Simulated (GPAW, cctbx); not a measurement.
# CaTi2Si2: what bonding does to one electron reflection, worked out

CaTi2Si2, I4/mmm (no. 139), a = 4.1555 Å, b = 4.1555 Å, c = 11.2822 Å, α = 90.00°, β = 90.00°, γ = 90.00°.

```csv
atom,mult.,x,y,z
Ti1,4,1/2,0,1/4
Ca1,2,0,0,0
Si1,4,1/2,1/2,0.1119
```

The cell comes from substitution in a known structure type and wasn't matched to any measured phase.

A DFT run (GPAW, PBE, 450 eV, 6×6×6 k-points, Fermi–Dirac width 0.1 eV) gives the static X-ray structure factor of 002 as 36.271 e for the conventional cell; superposed free atoms give 35.729 e. **Problem.** Find the Fourier component V of the crystal potential and the two-beam extinction distance at 120 kV in both cases.

## 1. Geometry

The cell volume is Ω = 194.82 Å³ and d(002) = 5.6411 Å, so g = 1/d = 0.1773 Å⁻¹.

## 2. The nuclei

Electrons feel nuclei as well as electrons, so the nuclear charges are summed with the same phases.

Phase sums Σ exp(2πi h·x), turned so that the total is real and positive: Ti +4.000, Ca -2.000, Si -0.655. Then F_Z = 22 × (+4.000) + 20 × (-2.000) + 14 × (-0.655) = 38.83 e. The electron term has the same sign for this reflection.

## 3. Mott–Bethe

Poisson's equation, term by term, gives V = (e/4πε₀)(F_Z − F)/(πΩg²), with e/4πε₀ = 14.3996 V Å.

The prefactor is 14.3996 × 5.6411²/(π × 194.82) = 0.74866 V per electron. Free atoms: (38.83 − 35.729) × 0.74866 = 2.319 V. Crystal: (38.83 − 36.271) × 0.74866 = 1.914 V. F changes by +1.52 % and V by -17.5 %: the same 0.54 e is measured against F_Z − F = 3.1 e in place of F = 35.7 e.

## 4. Extinction distance

In the two-beam case ξ = 1/(λU) with U = 2γm₀eV/h², that is ξ = 150.41 V Å²/(γλV).

At 120 kV, λ = 0.03349 Å and γ = 1.2348. Free atoms: ξ = 1568 Å. Crystal: ξ = 1901 Å. The thickness fringes go as sin²(πt/ξ), so the two patterns slip by a quarter of a period when t|1/ξ₁ − 1/ξ₀| = 1/4, at t ≈ 224 nm. Thermal motion, absorption and many-beam coupling, left out here, change a real pattern.

## 5. Answer

V(002) is 1.91 V against 2.32 V, and ξ is 1901 against 1568 Å. Limits: static atoms, two beams.

[Outputs are excerpts: Python notices, other lines and further rows are left out; steps that failed or that the build refused (PBEsol, TPSS) are not shown.]

[Logs are printed without paths, hosts, clocks, repeated set-up lines and the standing remarks that a program may print on its own settings, such as how far it seeks lower states.]
